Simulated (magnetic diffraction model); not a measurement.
# Cr₂BS₁₂N₃: the ordered moment from one line

Space group P6_3/m (no. 176), a = 9.7710 Å, c = 9.2130 Å.

| site | atom | x | y | z |
| --- | --- | --- | --- | --- |
| 4f | Cr | 1/3 | 2/3 | 0.4419 |
| 12i | S | 0.1569 | 0.4364 | 0.5750 |
| 6h | S | 0.1909 | 0.0558 | 3/4 |
| 6h | S | 0.6072 | 0.4796 | 3/4 |
| 6h | N | 0.3118 | 0.9490 | 3/4 |
| 2a | B | 0 | 0 | 3/4 |

This is a made-up structure (elements placed in a structure type, unrelaxed), so the numbers test the method and describe no known phase.

Only Cr is taken to order (form factors of Cr3+); orders and moment sizes are assumed, and not adapted to the symmetry. Radiation: neutrons of λ = 2.36 Å (absorption by B left out), 3° to 55°; isotropic B of 0.51 Å² (Cr), 0.53 Å² (S), 0.81 Å² (N) and 0.59 Å² (B). Simulated constant-wavelength pattern: nuclear and magnetic terms add, the magnetic one as |2.695 fm × Σ f S⊥ exp(2πi Q·r) exp(−B s²)|², summed over all Q at one angle with the factor 1/(sin²θ cos θ). For a modulated order the moment at position r is S exp(−2πi k·r) + c.c., with S = m/2 for a sine wave of amplitude m and S = m(u + iv)/2 for moments turning in a plane, u and v being orthogonal unit vectors in it; the phase factor of the sum at Q = H + k is then exp(2πi H·r). Free-ion form factors, Sears's scattering lengths of 1992, no absorption; a label names one of the reflections at its angle. The strongest nuclear line in the range is 100, and lines under 0.2 are left out.

In a first state the assumed order is k = (1/4 0 0), moments turning in the plane of [010] and [001], 2.67 μB on Cr; signs + at (1/3, 2/3, 0.4419), − at (2/3, 1/3, 0.5581), − at (2/3, 1/3, 0.9419), + at (1/3, 2/3, 0.0581), with this pattern:

```csv
2θ (°),index,nuclear,magnetic
12.01,(3/4 0 0),0.0,9.9
14.44,(3/4 -1 0),0.0,7.2
15.26,(1/4 0 1),0.0,1.1
18.39,(1/4 1 0),0.0,5.8
19.04,(3/4 0 1),0.0,0.2
20.08,(5/4 0 0),0.0,3.3
20.68,(3/4 -1 1),0.0,0.3
21.83,(1 0 1),0.4,0.0
23.63,(1/4 1 1),0.0,0.2
28.25,(7/4 0 0),0.0,1.5
28.69,(3/4 1 1),0.0,0.8
29.68,(0 0 2),27.4,0.0
30.52,(7/4 -2 0),0.0,1.5
31.73,(1 1 1),100.0,0.0
32.00,(7/4 0 1),0.0,0.5
32.12,(3/4 0 2),0.0,0.7
```
(The table stops after 16 lines; 36 more lie at higher angle.)

**Question.** Nearer the ordering temperature the line at 12.01° has total intensity 2.5 on the same scale, and all moments have shrunk alike. How large is the Cr moment?

The nuclear part, 0.0, stays, so the magnetic part is 2.5 against 9.9. It goes as m², so m = 2.67 × √(2.5/9.9) = 1.34 μB; the value used was 1.33 μB.

[Logs are printed without paths, hosts, clocks, repeated set-up lines and the standing remarks that a program may print on its own settings, such as how far it seeks lower states.]
